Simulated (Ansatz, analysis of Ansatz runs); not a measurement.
# Al3GaN4 (Pm), nudged elastic band: H transfer from N to N (q = +1)

Aim: the barrier of one jump in Al3GaN4 (Pm) at charge +1: H transfer from N to N. The model is a cell of 96 host atoms with 1 H put in; H is the atom that moves.

Method: plane-wave PAW DFT, PBEsol; nudged elastic band between two relaxed defect structures at fixed charge in a uniform background, in Ansatz 0.2.0.

**1. Set-up**

The cell holds 97 atoms: 36 Al, 12 Ga, 48 N and 1 H. Cell: a = 10.087 Å, b = 9.390 Å, c = 10.836 Å, α = 90.0°, β = 90.0°, γ = 90.0°. It derives from Al3GaN4 (space group Pm). Nearest the centre at fractional (0.437, 0.500, 0.502): H97 at 0.50 Å, Al66 at 1.12 Å, N78 at 1.53 Å, N23 at 1.54 Å, Al25 at 2.08 Å, Al91 at 2.45 Å, Al75 at 2.45 Å, N48 at 2.66 Å. The cell carries charge +1.

The cell's shortest repeat is 9.4 Å.

**2. Relaxation of the start point, charge +1**

The ends come first: from an unrelaxed start the top is counted from too high an energy, and the barrier comes out too low. Small random displacements break the symmetry of the ideal sites, so that the defect can distort if it gains by it. The charge of +1 is set by the electron count, and a uniform background keeps the cell neutral.

File qp1.start/input.yaml:

```yaml
crystal:
  lattice:
    - [10.08692303, 0.0, 0.00025291]
    - [0.0, 9.39015873, 0.0]
    - [-0.00644803, 0.0, 10.83602103]
  atoms:
    - { symbol: Al, position: [0.25011431, 0.16666667, 0.08366544] }
    - { symbol: Al, position: [0.00045971, 0.16666667, 0.41740264] }
    - { symbol: Al, position: [0.00054365, 0.0, 0.16584605] }
    - { symbol: Ga, position: [0.24970977, 0.0, 0.33310103] }
    - { symbol: "N", position: [0.05558724, 0.0, 0.33316332] }
    - { symbol: "N", position: [0.06122767, 0.16666667, 0.08357752] }
    - { symbol: "N", position: [0.31256197, 0.16666667, 0.4200968] }
    - { symbol: "N", position: [0.31159519, 0.0, 0.16314769] }
    - { symbol: Al, position: [0.25011431, 0.16666667, 0.58366544] }
    - { symbol: Al, position: [0.00045971, 0.16666667, 0.91740264] }
    - { symbol: Al, position: [0.00054365, 0.0, 0.66584605] }
    - { symbol: Ga, position: [0.24970977, 0.0, 0.83310103] }
    - { symbol: "N", position: [0.05558724, 0.0, 0.83316332] }
    - { symbol: "N", position: [0.06122767, 0.16666667, 0.58357752] }
    - { symbol: "N", position: [0.31256197, 0.16666667, 0.9200968] }
    - { symbol: "N", position: [0.31159519, 0.0, 0.66314769] }
    - { symbol: Al, position: [0.25011431, 0.5, 0.08366544] }
    - { symbol: Al, position: [0.00045971, 0.5, 0.41740264] }
    - { symbol: Al, position: [0.00054365, 0.33333333, 0.16584605] }
    - { symbol: Ga, position: [0.24970977, 0.33333333, 0.33310103] }
    - { symbol: "N", position: [0.05558724, 0.33333333, 0.33316332] }
    - { symbol: "N", position: [0.06122767, 0.5, 0.08357752] }
    - { symbol: "N", position: [0.31256197, 0.5, 0.4200968] }
    - { symbol: "N", position: [0.31159519, 0.33333333, 0.16314769] }
    - { symbol: Al, position: [0.25011431, 0.5, 0.58366544] }
    - { symbol: Al, position: [0.00045971, 0.5, 0.91740264] }
    - { symbol: Al, position: [0.00054365, 0.33333333, 0.66584605] }
    - { symbol: Ga, position: [0.24970977, 0.33333333, 0.83310103] }
    - { symbol: "N", position: [0.05558724, 0.33333333, 0.83316332] }
    - { symbol: "N", position: [0.06122767, 0.5, 0.58357752] }
    - { symbol: "N", position: [0.31256197, 0.5, 0.9200968] }
    - { symbol: "N", position: [0.31159519, 0.33333333, 0.66314769] }
    - { symbol: Al, position: [0.25011431, 0.83333333, 0.08366544] }
    - { symbol: Al, position: [0.00045971, 0.83333333, 0.41740264] }
    - { symbol: Al, position: [0.00054365, 0.66666667, 0.16584605] }
    - { symbol: Ga, position: [0.24970977, 0.66666667, 0.33310103] }
    - { symbol: "N", position: [0.05558724, 0.66666667, 0.33316332] }
    - { symbol: "N", position: [0.06122767, 0.83333333, 0.08357752] }
    - { symbol: "N", position: [0.31256197, 0.83333333, 0.4200968] }
    - { symbol: "N", position: [0.31159519, 0.66666667, 0.16314769] }
    - { symbol: Al, position: [0.25011431, 0.83333333, 0.58366544] }
    - { symbol: Al, position: [0.00045971, 0.83333333, 0.91740264] }
    - { symbol: Al, position: [0.00054365, 0.66666667, 0.66584605] }
    - { symbol: Ga, position: [0.24970977, 0.66666667, 0.83310103] }
    - { symbol: "N", position: [0.05558724, 0.66666667, 0.83316332] }
    - { symbol: "N", position: [0.06122767, 0.83333333, 0.58357752] }
    - { symbol: "N", position: [0.31256197, 0.83333333, 0.9200968] }
    - { symbol: "N", position: [0.31159519, 0.66666667, 0.66314769] }
    - { symbol: Al, position: [0.75011431, 0.16666667, 0.08366544] }
    - { symbol: Al, position: [0.50045971, 0.16666667, 0.41740264] }
    - { symbol: Al, position: [0.50054365, 0.0, 0.16584605] }
    - { symbol: Ga, position: [0.74970977, 0.0, 0.33310103] }
    - { symbol: "N", position: [0.55558724, 0.0, 0.33316332] }
    - { symbol: "N", position: [0.56122767, 0.16666667, 0.08357752] }
    - { symbol: "N", position: [0.81256197, 0.16666667, 0.4200968] }
    - { symbol: "N", position: [0.81159519, 0.0, 0.16314769] }
    - { symbol: Al, position: [0.75011431, 0.16666667, 0.58366544] }
    - { symbol: Al, position: [0.50045971, 0.16666667, 0.91740264] }
    - { symbol: Al, position: [0.50054365, 0.0, 0.66584605] }
    - { symbol: Ga, position: [0.74970977, 0.0, 0.83310103] }
    - { symbol: "N", position: [0.55558724, 0.0, 0.83316332] }
    - { symbol: "N", position: [0.56122767, 0.16666667, 0.58357752] }
    - { symbol: "N", position: [0.81256197, 0.16666667, 0.9200968] }
    - { symbol: "N", position: [0.81159519, 0.0, 0.66314769] }
    - { symbol: Al, position: [0.75011431, 0.5, 0.08366544] }
    - { symbol: Al, position: [0.50045971, 0.5, 0.41740264] }
    - { symbol: Al, position: [0.50054365, 0.33333333, 0.16584605] }
    - { symbol: Ga, position: [0.74970977, 0.33333333, 0.33310103] }
    - { symbol: "N", position: [0.55558724, 0.33333333, 0.33316332] }
    - { symbol: "N", position: [0.56122767, 0.5, 0.08357752] }
    - { symbol: "N", position: [0.81256197, 0.5, 0.4200968] }
    - { symbol: "N", position: [0.81159519, 0.33333333, 0.16314769] }
    - { symbol: Al, position: [0.75011431, 0.5, 0.58366544] }
    - { symbol: Al, position: [0.50045971, 0.5, 0.91740264] }
    - { symbol: Al, position: [0.50054365, 0.33333333, 0.66584605] }
    - { symbol: Ga, position: [0.74970977, 0.33333333, 0.83310103] }
    - { symbol: "N", position: [0.55558724, 0.33333333, 0.83316332] }
    - { symbol: "N", position: [0.56122767, 0.5, 0.58357752] }
    - { symbol: "N", position: [0.81256197, 0.5, 0.9200968] }
    - { symbol: "N", position: [0.81159519, 0.33333333, 0.66314769] }
    - { symbol: Al, position: [0.75011431, 0.83333333, 0.08366544] }
    - { symbol: Al, position: [0.50045971, 0.83333333, 0.41740264] }
    - { symbol: Al, position: [0.50054365, 0.66666667, 0.16584605] }
    - { symbol: Ga, position: [0.74970977, 0.66666667, 0.33310103] }
    - { symbol: "N", position: [0.55558724, 0.66666667, 0.33316332] }
    - { symbol: "N", position: [0.56122767, 0.83333333, 0.08357752] }
    - { symbol: "N", position: [0.81256197, 0.83333333, 0.4200968] }
    - { symbol: "N", position: [0.81159519, 0.66666667, 0.16314769] }
    - { symbol: Al, position: [0.75011431, 0.83333333, 0.58366544] }
    - { symbol: Al, position: [0.50045971, 0.83333333, 0.91740264] }
    - { symbol: Al, position: [0.50054365, 0.66666667, 0.66584605] }
    - { symbol: Ga, position: [0.74970977, 0.66666667, 0.83310103] }
    - { symbol: "N", position: [0.55558724, 0.66666667, 0.83316332] }
    - { symbol: "N", position: [0.56122767, 0.83333333, 0.58357752] }
    - { symbol: "N", position: [0.81256197, 0.83333333, 0.9200968] }
    - { symbol: "N", position: [0.81159519, 0.66666667, 0.66314769] }
    - { symbol: H, position: [0.477708, 0.5, 0.528743] }
total_charge: 1
basis:
  ecutwfc: 420
  xc_grid: 2
hamiltonian:
  xc: pbesol
kpoints:
  mp_grid: { grid: [1, 1, 1], shift: [0.25, 0.25, 0.25] }
scf:
  occupations: { method: fixed }
  max_iter: 120
output:
  forces: true
relax:
  f_tol: 0.02
  max_steps: 70
  random_displacement: { amplitude: 0.03, seed: 1308 }
```

On the command line:

```
$ ansatz run input.yaml --threads 32 --pin off --max-ram 84787MiB --backend cuda --events-out ev --progress --plain --runs-dir out --max-vram 78GiB
```

Numbers of over 12 decimals in the logs are rounded to 6 here.

Log:

```text
[... repeated set-up lines and file paths are left out, and long positions are rounded to six places ...]
The last accepted step is kept in <dir> (removed where the run ends without a failure and the disk answers)
Engine: ansatz 0.2.0, aarch64-unknown-linux-gnu
Pseudopotentials: kind: paw
Pseudopotential: Al, paw, valence charge 3, recommended cutoff 420 eV (normal), Al.paw.azcp
Pseudopotential: Ga, paw, valence charge 13, recommended cutoff 420 eV (normal), Ga.paw.azcp
Pseudopotential: N, paw, valence charge 5, recommended cutoff 420 eV (normal), N.paw.azcp
Pseudopotential: H, paw, valence charge 1, recommended cutoff 420 eV (normal), H.paw.azcp
Functional definition: PBEsol
  exchange = pbesol_x
  correlation = pbesol_c
[...]
Crystal: 97 atoms, lattice volume = 1026.364 Å³
Basis set: ecut = 420 eV, 20007 PW (Γ), exchange–correlation on 144×128×150 points (8 copies of the dense FFT grid, shifted against one another)
Bands: 349, of which v1, the nominal top of the filled ones, is band 252 counted from 1 (251 counted from 0)
Symmetry: 1 space group operations
k-points: 1
Non-local potential: Al, projectors of the file, l = 0: 2, l = 1: 2, l = 2: 1
Non-local potential: Ga, projectors of the file, l = 0: 2, l = 1: 2, l = 2: 3, l = 3: 1
Non-local potential: N, projectors of the file, l = 0: 2, l = 1: 2, l = 2: 1
Non-local potential: H, projectors of the file, l = 0: 2, l = 1: 1
PAW form: soft (Blöchl's): semilocal exchange-correlation on the pseudo side does not see the compensation charge
PAW frozen core: Al, regenerated for the run's functional, and the local potential with it (the file was generated under x = pbe(κ = 0.804, μ = 0.219515), c = pbe(β = 0.066725))
PAW frozen core: Ga, regenerated for the run's functional, and the local potential with it (the file was generated under x = pbe(κ = 0.804, μ = 0.219515), c = pbe(β = 0.066725))
PAW frozen core: N, regenerated for the run's functional, and the local potential with it (the file was generated under x = pbe(κ = 0.804, μ = 0.219515), c = pbe(β = 0.066725))
PAW one-centre angular grid: Al, 110 points (default); XC on 64 Gauss nodes
PAW one-centre angular grid: Ga, 590 points (default); XC on 64 Gauss nodes
PAW one-centre angular grid: N, 110 points (default); XC on 64 Gauss nodes
PAW one-centre angular grid: H, 110 points (default); XC on 64 Gauss nodes
Initial density: superposition of atomic densities (neutral atoms scaled as one to the charged cell's electrons: chi_scale 0, normalization atom), corrected by the library's trained network
Initial wavefunctions: pseudopotential atomic-orbital guess
[...]
Functional: x = pbesol(κ = 0.804, μ = 0.123457), c = pbesol(β = 0.046)
SCF iter   1: F=—  HF=-82108.639149 eV  |F-HF|=—  |Δ(HF+E_count)|=         —  Δρ=1.03e-2  dr2=1.63e0  ethr=1.77e-3  ⟨swp⟩=5.0  Hψ=1166  notcnv=0  defer=94
preconditioner: auto → Resta (q_TF=auto, 2.423 Å⁻¹)  ε∞=4.1  [insulator: Δε(μ)=4.146 eV  Ē_g=14.773 eV  n_scr=252 (ndim 8)  ℏωp=26.0 eV  f_vac=0.000  ε∞_Penn≈4.1]
SCF iter   2: F=—  HF=-82108.185151 eV  |F-HF|=—  |Δ(HF+E_count)|=   4.54e-1  Δρ=2.55e-3  dr2=1.47e-1  ethr=3.23e-4  ⟨swp⟩=3.0  Hψ=613  notcnv=0  defer=95
SCF iter   3: F=—  HF=-82108.137170 eV  |F-HF|=—  |Δ(HF+E_count)|=   4.80e-2  Δρ=1.32e-3  dr2=3.36e-2  ethr=2.92e-5  ⟨swp⟩=3.0  Hψ=512  notcnv=0  defer=74
automatic band count: iteration 3 solves 328 bands in place of 349: the levels show a gap, and the empty bands left out lie too high to hold charge; the band table lists the bands solved (type scf.n_extra_bands for more)
[...]
SCF 1 converged in 7 iterations: F = -82108.124309 eV  dr2 = 7.75e-6
  greatest PAW one-centre occupation: 0.996 electrons in one spin orbital (limit 2), on the Ga atom at site 67 (counted from 0), in its partial waves of l = 2
relax step   1: F+E_penalty+E_count = -82108.12430915 eV  Δ(F+E_penalty+E_count) = +0.000e0 eV  max|allowed force component| = 1.315e1 eV/Å  Δτ_max = 0.0000 Å  (7 SCF iters, dr2 threshold 1.00e-5 eV, accepted)
[...]
automatic band count: iteration 1 solves 328 bands in place of 349: the levels show a gap, and the empty bands left out lie too high to hold charge; the band table lists the bands solved (type scf.n_extra_bands for more)
[...]
SCF 2 converged in 5 iterations: F = -82110.513164 eV  dr2 = 9.43e-5
[...]
SCF 3 converged in 6 iterations: F = -82111.421535 eV  dr2 = 6.23e-6
[...]
SCF 4 converged in 5 iterations: F = -82111.801122 eV  dr2 = 3.07e-5
[...]
SCF 5 converged in 5 iterations: F = -82111.887736 eV  dr2 = 2.68e-5
[...]
SCF 6 converged in 6 iterations: F = -82111.897779 eV  dr2 = 4.62e-7
[...]
SCF 7 converged in 6 iterations: F = -82111.898750 eV  dr2 = 1.78e-8
[...]
SCF 8 converged in 5 iterations: F = -82111.898841 eV  dr2 = 4.39e-8
[...]
SCF 9 converged in 4 iterations: F = -82111.898871 eV  dr2 = 4.72e-8
[...]
SCF converged after 4 iterations
[...]
- { symbol: N, position: [0.312229, 0.666598, 0.163020] }
    - { symbol: Al, position: [0.249950, 0.833433, 0.582860] }
    - { symbol: Al, position: [0.001412, 0.833774, 0.917166] }
    - { symbol: Al, position: [-0.001095, 0.667725, 0.665880] }
    - { symbol: Ga, position: [0.249536, 0.666560, 0.833091] }
    - { symbol: N, position: [0.055610, 0.666753, 0.832176] }
    - { symbol: N, position: [0.061195, 0.832854, 0.583315] }
    - { symbol: N, position: [0.313148, 0.833197, 0.919419] }
    - { symbol: N, position: [0.313433, 0.665200, 0.661958] }
    - { symbol: Al, position: [0.751355, 0.166261, 0.083168] }
    - { symbol: Al, position: [0.500252, 0.166008, 0.416180] }
    - { symbol: Al, position: [0.501140, 8.245561159786915e-5, 0.165752] }
    - { symbol: Ga, position: [0.750495, 4.825104950514696e-5, 0.332157] }
    - { symbol: N, position: [0.556353, 9.784670001300573e-5, 0.332838] }
    - { symbol: N, position: [0.562376, 0.165903, 0.083151] }
    - { symbol: N, position: [0.813247, 0.166662, 0.419529] }
    - { symbol: N, position: [0.812583, 4.701826841090653e-5, 0.162804] }
    - { symbol: Al, position: [0.751321, 0.165419, 0.582592] }
    - { symbol: Al, position: [0.500835, 0.165293, 0.918468] }
    - { symbol: Al, position: [0.500518, 8.285591101797031e-5, 0.665481] }
    - { symbol: Ga, position: [0.750550, 4.483957403437745e-5, 0.832687] }
    - { symbol: N, position: [0.556151, 9.7569788193892e-5, 0.832226] }
    - { symbol: N, position: [0.562328, 0.165159, 0.582357] }
    - { symbol: N, position: [0.813522, 0.166415, 0.919552] }
    - { symbol: N, position: [0.812587, 5.308539781734474e-5, 0.662825] }
    - { symbol: Al, position: [0.750959, 0.500040, 0.083405] }
    - { symbol: Al, position: [0.501904, 0.500114, 0.402752] }
    - { symbol: Al, position: [0.500962, 0.332190, 0.163335] }
    - { symbol: Ga, position: [0.751198, 0.331721, 0.331242] }
    - { symbol: N, position: [0.557001, 0.331351, 0.330699] }
    - { symbol: N, position: [0.561829, 0.500081, 0.083265] }
    - { symbol: N, position: [0.809640, 0.500110, 0.419376] }
    - { symbol: N, position: [0.812587, 0.333315, 0.162271] }
    - { symbol: Al, position: [0.754461, 0.500041, 0.582913] }
    - { symbol: Al, position: [0.500320, 0.500100, 0.917888] }
    - { symbol: Al, position: [0.501395, 0.321126, 0.671914] }
    - { symbol: Ga, position: [0.750942, 0.333053, 0.834416] }
    - { symbol: N, position: [0.556756, 0.332733, 0.834968] }
    - { symbol: N, position: [0.555836, 0.500095, 0.583149] }
    - { symbol: N, position: [0.813208, 0.500100, 0.919740] }
    - { symbol: N, position: [0.808677, 0.333725, 0.662655] }
    - { symbol: Al, position: [0.751358, 0.833817, 0.083163] }
    - { symbol: Al, position: [0.500254, 0.834199, 0.416183] }
    - { symbol: Al, position: [0.500963, 0.667981, 0.163326] }
    - { symbol: Ga, position: [0.751200, 0.668385, 0.331238] }
    - { symbol: N, position: [0.557007, 0.668861, 0.330687] }
    - { symbol: N, position: [0.562378, 0.834263, 0.083144] }
    - { symbol: N, position: [0.813251, 0.833555, 0.419527] }
    - { symbol: N, position: [0.812591, 0.666782, 0.162269] }
    - { symbol: Al, position: [0.751320, 0.834667, 0.582594] }
    - { symbol: Al, position: [0.500834, 0.834907, 0.918461] }
    - { symbol: Al, position: [0.501384, 0.679029, 0.671909] }
    - { symbol: Ga, position: [0.750939, 0.667032, 0.834412] }
    - { symbol: N, position: [0.556750, 0.667452, 0.834965] }
    - { symbol: N, position: [0.562321, 0.834992, 0.582365] }
    - { symbol: N, position: [0.813520, 0.833784, 0.919543] }
    - { symbol: N, position: [0.808680, 0.666371, 0.662647] }
    - { symbol: H, position: [0.452207, 0.500064, 0.579382] }
```

Wall time 6.1 s (1 × NVIDIA GB200 with 32 threads of Arm Neoverse V2, shared host); peak memory 1.4 GiB; 33 s of CPU time.

Relaxation path:

```
step  energy less that of the first step (eV)  largest force component (eV/Å)
   1                                   0.0000                         13.1464
   2                                  -2.3889                          6.6092
   3                                  -3.2972                          3.0900
   4                                  -3.6768                          0.8452
   5                                  -3.7634                          0.1511
   6                                  -3.7735                          0.0663
   7                                  -3.7744                          0.0253
   8                                  -3.7745                          0.0387
   9                                  -3.7746                          0.0117
```

The atoms that moved most (Å, from the sites as typed, ahead of the random displacement):

```
atom      dx      dy      dz  length
 H97  -0.259   0.000   0.549   0.607
Al66   0.014   0.000  -0.159   0.159
Al75   0.008  -0.115   0.066   0.133
Al91   0.007   0.115   0.066   0.133
Al25  -0.073   0.000  -0.004   0.073
 N78  -0.055   0.000  -0.005   0.056
Al73   0.043   0.000  -0.008   0.044
 N30  -0.042   0.000  -0.007   0.043
```

Neighbours of H97 at the end:

```
atom  distance (Å)
 N78         1.046
Al66         1.979
Al75         2.018
Al91         2.019
Al25         2.111
 N23         2.199
 N48         2.273
 N32         2.273
```

Numbers from this step:

```
free energy                                                                                       : -82111.8989 eV
r.m.s. move of the farther half of the atoms                                                      : 0.009126 Å
largest move from the ideal geometry of this structure, a common shift of the far atoms taken out : 0.6129 Å
```

The relaxation gained 3.775 eV and ended with a largest force component of 0.012 eV/Å.

(Continued in part 2 of 5.)

[Logs are printed without paths, hosts, clocks, repeated set-up lines and the standing remarks that a program may print on its own settings, such as how far it seeks lower states.]

[Hosts, paths, dates, database ids (printed as entryN), source tags and the programs' standing remarks are cut or masked in the printed files.]
